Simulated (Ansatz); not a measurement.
# Li2CoCl2F2: relaxing a made-up structure, part 2 of 2

This structure for Li2CoCl2F2 is made up. Its elements were placed in a known structure type with a cell scaled to their sizes. What cell does the guess relax to, and how far off was it?

Ansatz 0.2.0; DFT, PBEsol, plane-wave PAW, files of the set soft_1, scalar-relativistic, ferromagnetic start, cell and ions relaxed at zero pressure; PAW set soft_1 (the session's first sound run).

So far: Set-up; Relaxation of the guess. The relaxed cell has a, b, c = 6.323, 9.784, 3.147 Å (conventional setting).

### 3. Bands of the relaxed cell

With the geometry fixed, one more self-consistent run, with a narrower smearing and the mesh shown in its input, gives the bands, and its pressure, and its forces where symmetry allows any, show how far the geometry depends on these settings.

This step: DFT, PBEsol, plane-wave PAW, files of the set soft_1, scalar-relativistic, ferromagnetic start, bands and density of states at the relaxed cell; PAW set soft_1 (Ansatz 0.2.0).

Input file input.yaml:

```yaml
crystal:
  lattice:
    - [3.1613858524, -4.8919536662, 0.0]
    - [3.1613858524, 4.8919536662, 0.0]
    - [0.0, 0.0, 3.146848437]
  atoms:
    - { symbol: Co, position: [0.0, 0.0, 0.0], spin: 2.4 }
    - { symbol: Cl, position: [0.2646196686, 0.2646196686, 0.5] }
    - { symbol: Cl, position: [0.7353803314, 0.7353803314, 0.5] }
    - { symbol: F, position: [0.2168184435, 0.7831815565, 0.0] }
    - { symbol: F, position: [0.7831815565, 0.2168184435, 0.0] }
    - { symbol: Li, position: [0.0, 0.5, 0.5] }
    - { symbol: Li, position: [0.5, 0.0, 0.5] }
magnetization:
  spin_polarized: true
kpoints:
  mp_grid: { grid: [6, 6, 10] }
  band_path:
    path:
      - [[0.0, 0.0, 0.0], [0.35440718, 0.35440718, 0.0], [0.0, 0.5, 0.0], [0.0, 0.5, 0.5], [0.35440718, 0.35440718, 0.5], [0.0, 0.0, 0.5], [0.0, 0.0, 0.0], [-0.5, 0.5, 0.0], [-0.35440718, 0.64559282, 0.0], [-0.35440718, 0.64559282, 0.5], [-0.5, 0.5, 0.5], [-0.5, 0.5, 0.0]]
      - [[0.0, 0.0, 0.5], [-0.5, 0.5, 0.5]]
    npoints: 6
scf:
  occupations: { method: fermi_dirac, width: 0.03 }
  n_extra_bands: 13
hamiltonian:
  xc: pbesol
  pseudopotentials: { kind: paw, azcp: { folder: soft_1 }, xc_functional: pbe }
output:
  forces: true
  stress: true
  write_bands: true
  dos: { projected: true }
  write_density: true
  write_potential: true
  elf: true
  volumetric_format: npy
```

Started as:

```
ansatz run input.yaml --threads 4 --pin off --max-ram 10240MiB --backend cpu --events-out ev --progress --plain --runs-dir out
```

Numbers of over 12 decimals in the logs are rounded to 6 here.

The log of the run:

```text
[...]
Crystal: 7 atoms, lattice volume = 97.334 Å³
Basis set: ecut = 420 eV, 1901 PW (Γ), exchange–correlation on 80×80×48 points (8 copies of the dense FFT grid, shifted against one another)
Bands: 39, of which v1, the nominal top of the filled ones, is band 26 counted from 1 (25 counted from 0)
Symmetry: 8 space group operations
[...]
k-points: 78 of 360
[...]
Starting moments: Σ|m| = 2.4 μB on 1 of 7 sites
[...]
SCF iter   1: F=—  HF=-9238.995943 eV  |F-HF|=—  |Δ(HF+E_count)|=         —  Δρ=3.13e-1 (↑1.42e-1 ↓3.13e-1)  dr2=1.87e2  dr2_m=9.61e0  M=0.103 μB ∫|m|=0.165 μB  β_m=0.30  ethr=3.10e-3  ⟨swp⟩=7.6  Hψ=30941  notcnv=0  defer=108
[...]
SCF iter  19: F=-9228.117636 eV  HF=-9228.117636 eV  |F-HF|=1.63e-9  |Δ(HF+E_count)|=   2.46e-9  Δρ=2.06e-6 (↑4.73e-7 ↓2.06e-6)  dr2=3.74e-9  dr2_m=7.94e-10  M=2.907 μB ∫|m|=2.946 μB  ethr=2.79e-11  ⟨swp⟩=13.6  Hψ=45740  notcnv=0
SCF 1 converged in 19 iterations: F = -9228.117636 eV  dr2 = 3.74e-9
[...]
NSCF: frozen V_eff on 74 k-points
SCF converged after 19 iterations
Magnetization: 2.9073 μB (26.9536 up, 24.0464 down)
Absolute magnetization: 2.9462 μB (∫|ρ↑−ρ↓|, with the PAW one-centre terms)
[...]
Per-site moments (μB) at R_I (Å): [(2.363968, 0.875049), (0.121604, 0.947406), (0.121604, 0.947406), (0.053588, 0.875049), (0.053588, 0.875049), (0.000797674, 0.929696), (0.000797674, 0.929696)]
Free energy (F): -9228.117636 eV
[...]
Internal energy: -9228.107681 eV  (E = F + TS)
E sigma→0 (E₀):  -9228.112658 eV
Entropy (-TS):   -0.009954 eV (-1.422 meV/atom)
Fermi energy:    5.378446 eV
[...]
--- Forces (eV/Å), atoms counted from 1 ---
  atom   1  Co     0.00000000     0.00000000     0.00000000
  atom   2  Cl    -0.01599051    -0.00000000     0.00000000
  atom   3  Cl     0.01599051     0.00000000    -0.00000000
  atom   4  F      0.00000000    -0.00433337    -0.00000000
  atom   5  F      0.00000000     0.00433337     0.00000000
  atom   6  Li    -0.00000000     0.00000000     0.00000000
  atom   7  Li     0.00000000    -0.00000000     0.00000000
  max |Σ_I F_I| component: 0.00e0 eV/Å
--- Stress (GPa, compression-positive) ---
       -0.130884       0.000000       0.000000
        0.000000       0.049129      -0.000000
        0.000000      -0.000000      -0.118541
  P = ⅓ Tr σ = -0.0668 GPa (-0.668 kbar)
--- Band table (eV; the first three rows and the last of 156) ---
  k-point 0 ↑: bands = [... 22 lower, 2.9532, 3.5107, 3.7750, 4.3540, 5.2468, 9.2036, 9.6729, 11.7836, ... 9 higher]
  k-point 1 ↑: bands = [... 22 lower, 3.0010, 3.4715, 3.7815, 4.3556, 5.0179, 9.4979, 9.9208, 11.9637, ... 9 higher]
  k-point 2 ↑: bands = [... 22 lower, 3.1040, 3.3593, 3.8079, 4.3034, 4.8373, 10.1373, 10.5887, 12.2042, ... 9 higher]
  k-point 77 ↓: bands = [... 22 lower, 5.1055, 5.1264, 5.6415, 6.9286, 7.6039, 9.7658, 10.2514, 12.2856, ... 9 higher]
```

It took 26 s on 4 threads of Arm Neoverse V1, shared host; peak memory 0.71 GiB.

This step gave:

```yaml
free_energy: -9228.1176 eV
energy_at_zero_smearing: -9228.1127 eV
smearing_term_ts: 0.009954 eV
fermi_energy: 5.378 eV
magnetization: 2.907 μB
absolute_magnetization: 2.946 μB
site_moments: 2.364, 0.1216, 0.1216, 0.05359, 0.05359, 7.98e-4, 7.98e-4 μB
pressure: -0.06677 GPa
```

bands.tsv at the labelled points (eV, zero at the Fermi level; the bands that come nearest the Fermi level along the path):

```tsv
point	band_24_up	band_25_up	band_26_up	band_22_dn	band_23_dn	band_24_dn	band_25_dn	band_26_dn
Γ	-1.60	-1.02	-0.13	-0.98	-0.12	0.21	1.57	1.69
X	-1.60	-0.96	-0.28	-0.80	-0.12	0.20	1.57	1.63
S	-1.60	-0.80	-0.36	-0.75	-0.12	0.13	1.50	1.73
R	-1.40	-1.07	-0.79	-0.25	-0.08	0.28	1.54	1.62
A	-1.47	-1.00	-0.43	-0.27	-0.16	0.28	1.59	1.82
Z	-1.45	-1.40	0.17	-0.23	-0.11	0.25	1.26	2.21
Γ	-1.60	-1.02	-0.13	-0.98	-0.12	0.21	1.57	1.69
Y	-1.60	-1.27	-0.14	-0.96	-0.12	0.27	1.48	1.68
X1	-1.60	-0.96	-0.28	-0.80	-0.12	0.20	1.57	1.63
A1	-1.47	-1.00	-0.43	-0.27	-0.16	0.28	1.59	1.82
T	-1.57	-1.02	0.19	-0.27	-0.25	0.26	1.55	2.23
Y	-1.60	-1.27	-0.14	-0.96	-0.12	0.27	1.48	1.68
Z	-1.45	-1.40	0.17	-0.23	-0.11	0.25	1.26	2.21
T	-1.57	-1.02	0.19	-0.27	-0.25	0.26	1.55	2.23
```

Spin density in the ab plane of the cell as run, not the conventional one, at fractional z = 0.500, with atoms of Cl and Li within 0.2 Å of it.

Ten even steps from '0' (-0.007 e/Å³) to '9' (0.061 e/Å³), each cell a mean:
```
0000111111111100
0000111111135520
0000111111259951
1111111111236951
1111111112333531
1111111113532211
1111111123321111
1111111112111111
1111122211111111
1111244211111111
1123354211111111
1266332111111111
1389631111111000
0258621111111000
0023211111111000
0001111111111000
```
Columns run along a (5.8 Å), rows up along b (5.8 Å). Atoms in or near the plane, at fractional coordinates: Cl at (0.26, 0.26), Cl at (0.74, 0.74), Li at (0.00, 0.50), Li at (0.50, 0.00).

ELF of down spins in the ab plane of the cell as run, not the conventional one, at fractional z = 0.500, with atoms of Cl and Li within 0.2 Å of it. It is the smooth field of the valence electrons, not physical close to the nuclei.

Ten even steps from '_' (0.01) to '@' (0.98), each cell a mean:
```
....________::@@%%....==++**++--
..____________::..::**%%%%####++
..______________::##%%%%**####**
..____________..**%%%%++--**%%++
______________::##@@%%==++%%%%==
______________..**%%%%%%%%%%**..
**++____________==##%%@@%%##::..
@@**__::==++--....==**##**::..%%
%%..::##%%%%##==..__..::..__::@@
....##@@@@%%%%##--____________::
..++%%%%**##%%%%++______________
::##%%++::**@@%%==______________
--####++++%%@@##::______________
--##%%##%%%%##::________________
::++######++....**++__________..
..::----::....%%@@**____........
```
Columns run along a (5.8 Å), rows up along b (5.8 Å). Atoms in or near the plane, at fractional coordinates: Cl at (0.26, 0.26), Cl at (0.74, 0.74), Li at (0.00, 0.50), Li at (0.50, 0.00).

Valence density in the ab plane of the cell as run, not the conventional one, at fractional z = 0.500, with atoms of Cl and Li within 0.2 Å of it. It is the smooth field of the valence electrons, not physical close to the nuclei.

Ten steps, logarithmic in the rise over the least value, from '_' (0.0 e/Å³) to '@' (7.9 e/Å³), each cell a mean:
```
::....______==%%%%==..::------::
....________..==--..--==++++==--
..______________..--++******++--
..______________::==****++**++--
________________::++**++****==::
....__________..--++******++--..
##++..________..::==++++==--..==
@@##..__..::::..::::--::::..--%%
%%==..::--====--......______==%%
--..--++****++==::__________..==
..::++********==::______________
..--****++****--..______________
::==********++::________________
::==++****++--......__________..
::--====--::..==##++..______....
::::::::....--%%@@##..__......::
```
Columns run along a (5.8 Å), rows up along b (5.8 Å). Atoms in or near the plane, at fractional coordinates: Cl at (0.26, 0.26), Cl at (0.74, 0.74), Li at (0.00, 0.50), Li at (0.50, 0.00).

### 4. Summary of results

```
space group, relaxed : Cmmm
conventional cell    : a = 6.323, b = 9.784, c = 3.147 Å; α = 90.0°, β = 90.0°, γ = 90.0°
volume per atom      : 13.90 Å³ (guess 13.78)
total moment         : 2.91 μB in the cell of 7 atoms
```

What this shows: Li2CoCl2F2 relaxes to Cmmm with a = 6.323, b = 9.784 and c = 3.147 Å. The guessed volume was near the relaxed one. The space group Cmmm was held in the relaxation, so the end point is a stationary structure within it and may be a saddle against distortions or other arrangements. The input starts from parallel moments, and no other start was typed. Bands cross the Fermi level, so it is a metal or semimetal at this level. Semilocal functionals can close a small real gap, so this isn't settled for compounds with anions. On the 6×6×10 mesh with the narrower smearing (relaxed on 5×5×8) the largest force component is 0.016 eV/Å and the largest stress component is 0.131 GPa, against the relaxation's thresholds of 0.015 eV/Å and 0.05 GPa. The cutoff wasn't tested. No dispersion term is used, so weakly bound directions may come out too long. Nothing here tests whether the compound is stable against decomposition.

[Logs are printed without paths, hosts, clocks, repeated set-up lines and the standing remarks that a program may print on its own settings, such as how far it seeks lower states.]

[Hosts, paths, dates, database ids (printed as entryN), source tags and the programs' standing remarks are cut or masked in the printed files.]
